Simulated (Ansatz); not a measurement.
# Simulated XPS, UPS and emission spectra of LiPS3, part 2 of 3

What would valence photoemission of LiPS3 look like, and what sets its shape?

Ansatz 0.2.0; DFT, PBE, plane-wave PAW, default files, scalar-relativistic (the session's first sound run).

So far: Set-up; Self-consistent run, DOS and bands.

**2. Self-consistent run, DOS and bands (continued)**

Shapes are the site's partial DOS without matrix elements, which overweights lines from ligand s bands. Emission peaks, by row:

```csv
line,energy (eV),height (%)
S K-beta,-4.427,38.36
S K-beta,-0.8775,100
"S K-beta, E along x",-8.627,10.76
"S K-beta, E along x",-5.877,29.53
"S K-beta, E along x",-4.477,39.38
"S K-beta, E along x",-0.8275,97.5
"S K-beta, E along y",-7.177,11.56
"S K-beta, E along y",-5.427,22.32
"S K-beta, E along y",-1.027,128.3
"S K-beta, E along z",-4.427,57.26
"S K-beta, E along z",-2.127,81.79
"S K-beta, E along z",-0.7275,77.04
"S L2,3",-16.13,18.58
"S L2,3",-12.48,100
"S L2,3",-8.677,27.23
"S L2,3",-7.277,29.56
"S L2,3",-5.127,20.8
"S L2,3",-4.377,19.16
"S L2,3",-3.427,12.9
"S L2,3",-2.277,5.831
P K-beta,-12.48,66.88
P K-beta,-8.627,14.39
P K-beta,-4.427,100
"P K-beta, E along x",-12.68,59.94
"P K-beta, E along x",-8.677,24.12
"P K-beta, E along x",-4.427,139.4
"P K-beta, E along x",-2.177,18.22
"P K-beta, E along y",-12.93,48.65
"P K-beta, E along y",-6.027,164.3
"P K-beta, E along y",-3.377,112.6
"P K-beta, E along z",-12.28,109.8
"P K-beta, E along z",-4.527,126
"P L2,3",-16.13,89.71
"P L2,3",-14.53,100
"P L2,3",-8.677,90.96
"P L2,3",-7.277,67.61
"P L2,3",-5.427,11.23
"P L2,3",-0.4275,5.813
```

The spectra weight each projected shell by its atomic cross section (Dirac–Hartree–Slater) and angular factor, for linear light with the analyser at 54.7° from the polarisation. Broadening, on top of any smearing of the DOS itself: a Gaussian of 0.45 eV and a Lorentzian of 0.1 eV plus 0.08 times the binding energy (full widths), Fermi edge at 20 K. Curves are cut 10 eV under the photon energy, above any shell that the free atom's threshold puts out of reach, or at the lower edge of the window: 17.8 eV at 100 eV, 17.8 eV at 1486.7 eV and 17.8 eV at 5950 eV. A star in tables and legends marks shells that hold the states left over by the projection (1.6 % of the filled ones), a stand-in for orbitals that the files don't project on. Dipole terms alone, which is rough above 3 keV; no background, satellites or final-state effects.

Share of each shell in the spectrum's area (%), by photon energy:

```
shell  100 eV  1486.7 eV  5950 eV
 S 3s    22.1       51.7     72.5
 S 3p    63.0       34.8     14.0
 P 3s     4.2        9.0     11.9
 P 3p    10.3        4.5      1.7
```

Cross sections used, in Mb an electron:

```csv
shell,100 eV,1486.7 eV,5950 eV
S 3s,0.12,9.8e-4,3.4e-5
S 3p,0.13,2.5e-4,2.5e-6
P 3s,0.097,7.5e-4,2.4e-5
P 3p,0.10,1.6e-4,1.5e-6
```

At this level the gap is 1.85 eV on the path.

**3. With RPBE**

This step: DFT, RPBE, plane-wave PAW, default files, scalar-relativistic (Ansatz 0.2.0).

The run is repeated with RPBE on the same cell, to see how much the levels hang on the functional.

File input.yaml:

```yaml
crystal:
  lattice:
    - [5.5578, -3.5035, 0.0]
    - [5.5578, 3.5035, 0.0]
    - [-3.7957895619, 0.0, 5.3074392707]
  atoms:
    - { symbol: S, position: [0.6808, 0.6808, 0.0615] }
    - { symbol: S, position: [0.3192, 0.3192, 0.9385] }
    - { symbol: S, position: [0.8022, 0.8022, 0.6739] }
    - { symbol: S, position: [0.1978, 0.1978, 0.3261] }
    - { symbol: S, position: [0.7788, 0.2212, 0.5] }
    - { symbol: S, position: [0.2212, 0.7788, 0.5] }
    - { symbol: P, position: [0.8461, 0.8461, 0.4194] }
    - { symbol: P, position: [0.1539, 0.1539, 0.5806] }
    - { symbol: Li, position: [0.2407, 0.7593, 0.0] }
    - { symbol: Li, position: [0.7593, 0.2407, 0.0] }
kpoints:
  mp_grid: { grid: [4, 4, 4] }
  band_path:
    path:
      - [[0.0, 0.0, 0.0], [-0.400156, 0.400156, 0.0]]
      - [[-0.599844, -0.400156, 0.0], [-0.5, -0.5, 0.0], [0.0, 0.0, 0.0], [-0.5, -0.5, 0.5], [-0.748644, -0.251356, 0.5]]
      - [[-0.251356, 0.251356, 0.5], [0.0, 0.0, 0.5], [0.0, 0.0, 0.0]]
      - [[-0.5, 0.0, 0.5], [0.0, 0.0, 0.0], [-0.5, 0.0, 0.0]]
    npoints: 10
scf:
  occupations: { method: fermi_dirac, width: 0.02 }
  n_extra_bands: 24
hamiltonian:
  xc: rpbe
  pseudopotentials: { kind: paw }
output:
  forces: true
  stress: true
  dos:
    projected: true
    de: 0.05
    e_range: [-36, 12]
    nscf_kmesh: { grid: [8, 8, 8] }
  fatbands: true
```

Started as:

```console
ansatz run input.yaml --threads 2 --pin off --max-ram 4096MiB --backend cpu --events-out ev --progress --plain --runs-dir out
```

Numbers of over 12 decimals in the logs are rounded to 6 here.

Log:

```text
[...]
Crystal: 10 atoms, lattice volume = 206.690 Å³
Basis set: ecut = 420 eV, 3981 PW (Γ), exchange–correlation on 90×90×90 points (8 copies of the dense FFT grid, shifted against one another)
Bands: 50, of which v1, the nominal top of the filled ones, is band 26 counted from 1 (25 counted from 0)
Symmetry: 4 space group operations
[...]
k-points: 24 of 64
[...]
SCF iter   1: F=—  HF=-7367.544138 eV  |F-HF|=—  |Δ(HF+E_count)|=         —  Δρ=2.98e-3  dr2=1.86e-2  ethr=1.77e-3  ⟨swp⟩=7.8  Hψ=6644  notcnv=0  defer=161
[...]
SCF iter   7: F=-7367.538434 eV  HF=-7367.538433 eV  |F-HF|=3.91e-8  |Δ(HF+E_count)|=   3.91e-7  Δρ=2.43e-6  dr2=2.12e-8  ethr=1.92e-10  ⟨swp⟩=13.5  Hψ=7444  notcnv=0
SCF 1 converged in 7 iterations: F = -7367.538434 eV  dr2 = 2.12e-8
[...]
NSCF: frozen V_eff on 94 k-points
[...]
SCF converged after 7 iterations
Free energy (F): -7367.538434 eV
[...]
Internal energy: -7367.538434 eV  (E = F + TS)
E sigma→0 (E₀):  -7367.538434 eV
Fermi energy:    4.866615 eV
[...]
--- Forces (eV/Å), atoms counted from 1 ---
  atom   1  S     -0.28044789     0.00000000    -0.76231887
  atom   2  S      0.28044789    -0.00000000     0.76231887
  atom   3  S     -0.42713761     0.00000000     0.49354678
  atom   4  S      0.42713761    -0.00000000    -0.49354678
  atom   5  S     -0.00000000     0.43054794     0.00000000
  atom   6  S      0.00000000    -0.43054794     0.00000000
  atom   7  P      0.37890733     0.00000000     0.29335585
  atom   8  P     -0.37890733    -0.00000000    -0.29335585
  atom   9  Li     0.00000000    -0.00564269    -0.00000000
  atom  10  Li    -0.00000000     0.00564269     0.00000000
  max |Σ_I F_I| component: 5.55e-17 eV/Å
--- Stress (GPa, compression-positive) ---
        4.444335      -0.000000      -0.284231
       -0.000000       3.637711      -0.000000
       -0.284234      -0.000000       5.522051
  P = ⅓ Tr σ = 4.5347 GPa (45.347 kbar)
--- Band table (eV; the first three rows and the last of 24) ---
  k-point 0: bands = [... 22 lower, 3.1285, 3.3698, 3.4896, 3.9030, 6.2033, 6.7140, 7.1969, 7.9824, ... 20 higher]
  k-point 1: bands = [... 22 lower, 3.1447, 3.3036, 3.5032, 3.5229, 5.9554, 6.7990, 6.9472, 7.9548, ... 20 higher]
  k-point 2: bands = [... 22 lower, 3.1538, 3.2039, 3.2055, 3.2808, 5.8303, 6.7664, 6.7834, 8.1769, ... 20 higher]
  k-point 23: bands = [... 22 lower, 3.1581, 3.2046, 3.2091, 3.4266, 6.5698, 6.9632, 7.5316, 7.9601, ... 20 higher]
```

Run time: 65 s. Hardware: 2 threads of Arm Neoverse V2, shared host; peak memory 0.91 GiB.

This step gave:

* free energy: -7367.5384 eV
* Fermi energy: 4.867 eV
* pressure: 4.535 GPa
* gap on the k-mesh: 1.927 eV
* share of occupied states in no projected shell: 0.0162 of the occupied states in the window
* gap on the path: 1.927 eV
* least direct gap on the path: 2.297 eV

Electronic bands along the path, in eV, zero at the valence-band maximum; v1 is the highest filled band, c1 the lowest empty one:

```
     point     v4     v3     v2     v1    c1    c2    c3    c4
         Γ  -0.77  -0.53  -0.41   0.00  2.30  2.81  3.29  4.08
   halfway  -1.08  -1.07  -0.31  -0.15  2.45  2.84  3.50  3.80
         C  -1.06  -1.05  -0.73  -0.17  2.69  3.15  3.48  4.13
jump to C2  -1.06  -1.05  -0.73  -0.17  2.69  3.15  3.48  4.13
   halfway  -1.17  -1.06  -0.60  -0.22  2.70  3.24  3.47  4.24
        Y2  -1.22  -1.07  -0.53  -0.24  2.70  3.27  3.47  4.29
   halfway  -0.75  -0.71  -0.49  -0.25  2.27  3.12  3.13  4.36
         Γ  -0.77  -0.53  -0.41   0.00  2.30  2.81  3.29  4.08
   halfway  -1.20  -0.57  -0.29  -0.14  2.41  3.06  3.24  4.31
        M2  -0.74  -0.70  -0.69  -0.48  2.67  3.06  3.63  4.06
   halfway  -0.89  -0.81  -0.65  -0.56  2.60  3.00  3.51  4.32
         D  -1.13  -0.88  -0.71  -0.65  2.40  2.75  3.37  4.46
jump to D2  -1.13  -0.88  -0.71  -0.65  2.40  2.75  3.37  4.46
   halfway  -0.84  -0.83  -0.75  -0.61  2.09  2.67  3.15  4.45
         A  -0.75  -0.70  -0.70  -0.62  1.93  2.86  2.88  4.27
   halfway  -0.76  -0.60  -0.40  -0.38  2.05  2.90  3.04  4.05
         Γ  -0.77  -0.53  -0.41   0.00  2.30  2.81  3.29  4.08
jump to L2  -0.90  -0.71  -0.61  -0.33  2.29  3.22  3.32  4.42
   halfway  -0.94  -0.71  -0.35  -0.21  2.28  2.99  3.32  4.07
         Γ  -0.77  -0.53  -0.41   0.00  2.30  2.81  3.29  4.08
   halfway  -1.08  -0.67  -0.35  -0.24  2.23  2.94  3.33  3.99
        V2  -1.03  -0.68  -0.64  -0.46  2.13  3.07  3.37  3.98
```

Of the projections kept (S s, S p, P s, P p, Li s, not projected), the largest for each band there; the rest of the weight can lie on other orbitals:

```csv
point,v4,v3,v2,v1,c1,c2,c3,c4
Γ,S p 0.95,S p 0.94,S p 0.95,S p 0.99,S p 0.55,P p 0.48,S p 0.43,S p 0.34
C,S p 0.96,S p 0.94,S p 0.97,S p 0.98,S p 0.58,P p 0.42,S p 0.44,S p 0.35
C2,S p 0.96,S p 0.94,S p 0.97,S p 0.98,S p 0.58,P p 0.42,S p 0.44,S p 0.35
Y2,S p 0.98,S p 0.95,S p 0.97,S p 0.98,S p 0.58,P p 0.41,S p 0.43,P p 0.34
Γ,S p 0.95,S p 0.94,S p 0.95,S p 0.99,S p 0.55,P p 0.48,S p 0.43,S p 0.34
M2,S p 0.95,S p 0.96,S p 0.97,S p 0.97,S p 0.54,S p 0.49,P p 0.45,P p 0.34
```

This run's widths, added to any smearing of the DOS itself: Gaussian 0.15 eV, Lorentzian 0.2 eV plus 0.05 an eV of depth. Table of intensity by binding energy, zero at the valence-band maximum; values in % of the maximum within 13 eV:

```csv
binding energy (eV),40.8 eV,60 eV,1486.7 eV,9251.7 eV
-1,2.09,2.70,1.53,0.566
0,13.2,18.8,9.41,2.03
1,65.9,94.4,46.3,8.89
2,61.1,84.1,42.4,10.0
3,28.9,35.7,19.9,7.68
4,32.6,37.2,22.8,11.8
5,46.7,51.1,34.5,20.6
6,32.0,37.1,20.1,8.95
7,30.2,24.3,27.9,25.0
8,18.7,14.6,17.2,15.7
9,23.9,18.0,22.2,20.6
10,7.42,5.61,7.07,6.72
11,12.5,9.15,12.4,12.2
12,68.6,49.3,68.6,68.5
13,75.1,53.6,75.4,75.5
14,28.8,20.1,27.6,27.2
15,23.7,16.3,22.2,21.7
16,31.3,21.3,29.1,28.3
17,10.5,7.16,9.75,9.49
```

Maxima picked by a test of local sharpness, so broad peaks and shoulders can be missing; peaks within 0.45 eV of a curve's cut are left out. Valence peaks, by row, the first 40 of 41 rows:

```csv
photon energy (eV),binding energy (eV),height (% of the maximum within 13 eV),main shell,its share (%)
40.8,16.14,33.34,S 3s,49.97
40.8,14.49,40.19,S 3s,53.58
40.8,12.44,100,S 3s,85.31
40.8,8.639,42.43,S 3s,53.7
40.8,7.239,41,S 3s,58.37
40.8,5.039,47.08,S 3p,40.23
40.8,4.339,57.9,S 3p,46.02
40.8,3.389,37.11,S 3p,49.71
40.8,2.089,62.25,S 3p,85.73
40.8,0.8394,69.4,S 3p,93.44
60,16.14,22.62,S 3s,49.33
60,14.49,27.59,S 3s,52.28
60,12.39,71.67,S 3s,79.75
60,8.639,31.87,S 3s,47.88
60,7.239,32.15,S 3s,49.85
60,5.939,38.21,S 3p,52.27
60,5.039,51.39,S 3p,55.02
60,4.339,66.39,S 3p,59.92
60,3.389,43.29,S 3p,63.63
60,2.089,85.3,S 3p,93.41
60,0.7894,100,S 3p,96.97
1487,16.14,30.97,S 3s,59.5
1487,14.49,37.74,S 3s,63.09
1487,12.44,100,S 3s,94.34
1487,8.639,39.39,S 3s,63.97
1487,7.239,38.46,S 3s,68.82
1487,5.039,34.84,S 3s,49.19
1487,4.339,39.81,S 3p,47.43
1487,3.389,26.34,S 3p,49.63
1487,2.089,43.15,S 3p,87.64
1487,0.7894,48.88,S 3p,94.17
9252,16.14,30.16,S 3s,63.45
9252,14.49,36.8,S 3s,67.2
9252,12.44,100,S 3s,97.97
9252,8.639,36.65,S 3s,71.39
9252,7.239,35.07,S 3s,78.36
9252,5.089,20.98,S 3s,85.15
9252,4.339,19.98,S 3s,81.94
9252,3.389,13.16,S 3s,81.66
9252,2.139,10.39,S 3p,51.37
```

Spectra as before, but with a recipe of its own (widths, and in some runs the light), which changes peak heights and what is resolved: Gaussian 0.15 eV, Lorentzian 0.2 eV plus 0.05 times the binding energy, linear light, analyser at 30°, Fermi edge at 20 K; some photon energies differ too.

Side by side:

```
                         quantity  this run  base run  difference
             gap on the path (eV)    1.9273     1.853      0.0743
least direct gap on the path (eV)    2.2966     2.228      0.0686
           gap on the k-mesh (eV)    1.9273    1.8530      0.0742
```

The two runs differ clearly in the gap on the path: 1.93 eV against 1.85 eV.

At this level the gap is 1.93 eV on the path.

**4. With LDA**

This step: DFT, LDA, plane-wave PAW, default files, scalar-relativistic (Ansatz 0.2.0).

The run is repeated with LDA on the same cell, to see how much the levels hang on the functional.

Changes to input.yaml since step 3:

```diff
@@ -29,3 +29,3 @@
 hamiltonian:
-  xc: rpbe
+  xc: lda
   pseudopotentials: { kind: paw }
```

Log:

```text
[...]
Crystal: 10 atoms, lattice volume = 206.690 Å³
Basis set: ecut = 420 eV, 3981 PW (Γ)
Bands: 50, of which v1, the nominal top of the filled ones, is band 26 counted from 1 (25 counted from 0)
Symmetry: 4 space group operations
[...]
k-points: 24 of 64
[...]
SCF iter   1: F=—  HF=-7078.189855 eV  |F-HF|=—  |Δ(HF+E_count)|=         —  Δρ=5.17e-3  dr2=3.67e-2  ethr=1.77e-3  ⟨swp⟩=7.9  Hψ=6734  notcnv=0  defer=136
[...]
SCF iter   7: F=-7078.171508 eV  HF=-7078.171508 eV  |F-HF|=5.63e-9  |Δ(HF+E_count)|=   5.38e-8  Δρ=1.98e-6  dr2=1.31e-8  ethr=1.92e-10  ⟨swp⟩=13.8  Hψ=7504  notcnv=0
SCF 1 converged in 7 iterations: F = -7078.171508 eV  dr2 = 1.31e-8
[...]
SCF converged after 7 iterations
Free energy (F): -7078.171508 eV
[...]
Internal energy: -7078.171508 eV  (E = F + TS)
E sigma→0 (E₀):  -7078.171508 eV
Fermi energy:    4.496509 eV
[...]
--- Forces (eV/Å), atoms counted from 1 ---
  atom   1  S     -0.18904166     0.00000000    -0.51708550
  atom   2  S      0.18904166    -0.00000000     0.51708550
  atom   3  S     -0.32667553     0.00000000     0.29086711
  atom   4  S      0.32667553    -0.00000000    -0.29086711
  atom   5  S      0.00000000     0.19999523     0.00000000
  atom   6  S      0.00000000    -0.19999523    -0.00000000
  atom   7  P      0.36879703     0.00000000     0.25601542
  atom   8  P     -0.36879703    -0.00000000    -0.25601542
  atom   9  Li     0.00000000    -0.01567136     0.00000000
  atom  10  Li    -0.00000000     0.01567136    -0.00000000
  max |Σ_I F_I| component: 0.00e0 eV/Å
--- Stress (GPa, compression-positive) ---
       -1.147122       0.000000      -0.267607
        0.000000      -1.536074       0.000000
       -0.267607       0.000000       0.080277
  P = ⅓ Tr σ = -0.8676 GPa (-8.676 kbar)
--- Band table (eV; the first three rows and the last of 24) ---
  k-point 0: bands = [... 22 lower, 2.8054, 3.0802, 3.1655, 3.6366, 5.7583, 6.2595, 6.6408, 7.4190, ... 20 higher]
  k-point 1: bands = [... 22 lower, 2.8245, 3.0088, 3.2078, 3.2210, 5.4862, 6.3570, 6.3932, 7.3686, ... 20 higher]
  k-point 2: bands = [... 22 lower, 2.8369, 2.8971, 2.8972, 2.9740, 5.3565, 6.1886, 6.3333, 7.5869, ... 20 higher]
  k-point 23: bands = [... 22 lower, 2.8195, 2.9063, 2.9109, 3.1540, 6.1188, 6.4002, 7.1038, 7.3869, ... 20 higher]
```

The job ended after 64 s (2 threads; peak memory 0.89 GiB; 2.1 min of CPU time).

Numbers from this step:

| Quantity | Value |
| --- | --- |
| free energy | -7078.1715 eV |
| Fermi energy | 4.497 eV |
| pressure | -0.8676 GPa |
| gap on the k-mesh | 1.720 eV |
| share of occupied states in no projected shell | 0.0168 of the occupied states in the window |
| gap on the path | 1.720 eV |
| least direct gap on the path | 2.105 eV |

The electronic bands at the labelled points (eV, zero at the valence-band maximum; v1 is the highest filled band, c1 the lowest empty one):

```
     point     v4     v3     v2     v1    c1    c2    c3    c4
         Γ  -0.83  -0.56  -0.47   0.00  2.12  2.62  3.00  3.78
   halfway  -1.13  -1.13  -0.33  -0.18  2.26  2.63  3.27  3.53
         C  -1.12  -1.11  -0.78  -0.20  2.50  2.96  3.27  3.88
jump to C2  -1.12  -1.11  -0.78  -0.20  2.50  2.96  3.27  3.88
   halfway  -1.24  -1.12  -0.63  -0.24  2.50  3.05  3.26  3.98
        Y2  -1.29  -1.13  -0.55  -0.27  2.50  3.09  3.26  4.01
   halfway  -0.80  -0.74  -0.53  -0.27  2.05  2.87  2.94  4.11
         Γ  -0.83  -0.56  -0.47   0.00  2.12  2.62  3.00  3.78
   halfway  -1.26  -0.59  -0.32  -0.15  2.21  2.76  3.07  4.03
        M2  -0.82  -0.73  -0.73  -0.48  2.48  2.76  3.47  3.75
   halfway  -0.94  -0.84  -0.69  -0.59  2.42  2.73  3.32  4.04
         D  -1.19  -0.93  -0.76  -0.69  2.22  2.48  3.16  4.29
jump to D2  -1.19  -0.93  -0.76  -0.69  2.22  2.48  3.16  4.29
   halfway  -0.89  -0.89  -0.80  -0.64  1.90  2.39  2.93  4.28
         A  -0.80  -0.74  -0.74  -0.66  1.72  2.55  2.70  3.95
   halfway  -0.81  -0.63  -0.43  -0.42  1.85  2.72  2.76  3.73
         Γ  -0.83  -0.56  -0.47   0.00  2.12  2.62  3.00  3.78
jump to L2  -0.95  -0.75  -0.65  -0.35  2.10  3.05  3.07  4.23
   halfway  -0.99  -0.74  -0.37  -0.23  2.08  2.81  3.07  3.81
         Γ  -0.83  -0.56  -0.47   0.00  2.12  2.62  3.00  3.78
   halfway  -1.14  -0.70  -0.40  -0.26  2.03  2.74  3.09  3.73
        V2  -1.08  -0.72  -0.68  -0.49  1.92  2.87  3.15  3.70
```

Of the projections kept (S s, S p, P s, P p, Li s, not projected), the largest for each band there; the rest of the weight can lie on other orbitals:

```csv
point,v4,v3,v2,v1,c1,c2,c3,c4
Γ,S p 0.94,S p 0.94,S p 0.94,S p 0.99,S p 0.56,P p 0.47,S p 0.41,S p 0.33
C,S p 0.96,S p 0.93,S p 0.96,S p 0.98,S p 0.58,P p 0.41,S p 0.44,P p 0.35
C2,S p 0.96,S p 0.93,S p 0.96,S p 0.98,S p 0.58,P p 0.41,S p 0.44,P p 0.35
Y2,S p 0.97,S p 0.95,S p 0.97,S p 0.98,S p 0.58,P p 0.40,S p 0.43,P p 0.34
Γ,S p 0.94,S p 0.94,S p 0.94,S p 0.99,S p 0.56,P p 0.47,S p 0.41,S p 0.33
M2,S p 0.94,S p 0.97,S p 0.95,S p 0.97,S p 0.54,S p 0.49,P p 0.45,P p 0.33
```

Maxima picked by a test of local sharpness, so broad peaks and shoulders can be missing; peaks within 0.45 eV of a curve's cut are left out. Valence peaks, by row, the first 40 of 41 rows:

```csv
photon energy (eV),binding energy (eV),height (% of the maximum within 13 eV),main shell,its share (%)
40.8,16.15,59.79,S 3s,47.58
40.8,14.5,54.35,S 3s,47.07
40.8,12.85,69.46,S 3s,87.82
40.8,12.7,72.08,S 3s,85.12
40.8,12.25,100,S 3s,86.63
40.8,8.696,40.37,S 3s,53.04
40.8,7.246,29.49,S 3s,61.48
40.8,5.046,22.54,S 3p,39.87
40.8,4.346,30.25,S 3p,45.59
40.8,2.396,25.63,S 3p,84.78
40.8,2.146,25.8,S 3p,86.03
40.8,1.546,22.51,S 3p,91.34
40.8,1.346,22.83,S 3p,92.49
40.8,0.8957,27.6,S 3p,93.88
1487,16.15,55.21,S 3s,56.91
1487,14.5,50.28,S 3s,56.19
1487,12.85,70.42,S 3s,95.67
1487,12.7,72.12,S 3s,93.95
1487,12.25,100,S 3s,95.67
1487,8.696,37.47,S 3s,63.1
1487,7.246,28.27,S 3s,70.83
1487,5.396,16.1,S 3s,52.12
1487,5.046,16.71,S 3s,50.81
1487,4.346,20.29,S 3p,48.1
1487,2.396,17.67,S 3p,87.01
1487,2.146,17.79,S 3p,88.3
1487,1.346,15.85,S 3p,94.31
1487,0.8957,19.39,S 3p,94.59
5950,16.15,54.04,S 3s,60.14
5950,14.5,49.09,S 3s,59.53
5950,12.85,70.76,S 3s,98.48
5950,12.7,72.08,S 3s,97.22
5950,12.25,100,S 3s,98.96
5950,8.696,35.37,S 3s,69.15
5950,7.246,26.56,S 3s,77.98
5950,5.396,10.82,S 3s,80.2
5950,5.096,10.81,S 3s,81.47
5950,4.346,10.99,S 3s,73.98
5950,3.446,7.632,S 3s,76.23
5950,2.396,5.714,S 3p,61.97
```

Spectra as before, but with a recipe of its own (widths, and in some runs the light), which changes peak heights and what is resolved: Gaussian 0.15 eV, Lorentzian 0.1 eV plus 0 times the binding energy, linear light, analyser at 30°, Fermi edge at 300 K; some photon energies differ too.

Side by side:

```
                         quantity  this run  base run  difference
             gap on the path (eV)    1.7199     1.853      -0.133
least direct gap on the path (eV)    2.1048     2.228      -0.123
           gap on the k-mesh (eV)    1.7199    1.8530      -0.133
```

One result that differs is the gap on the k-mesh, 1.72 eV against 1.85 eV.

At this level the gap is 1.72 eV on the path.

(Continued in part 3 of 3.)

[Logs are printed without paths, hosts, clocks, repeated set-up lines and the standing remarks that a program may print on its own settings, such as how far it seeks lower states.]

[Hosts, paths, dates, database ids (printed as entryN), source tags and the programs' standing remarks are cut or masked in the printed files.]

[Maps of the electrostatic potential energy from Ansatz leave out the sawtooth potential of an applied field or a dipole correction, so their vacuum need not be flat; work functions include it.]

[Peak lists hold at most the 14 tallest peaks of each spectrum; further lines can be left out.]
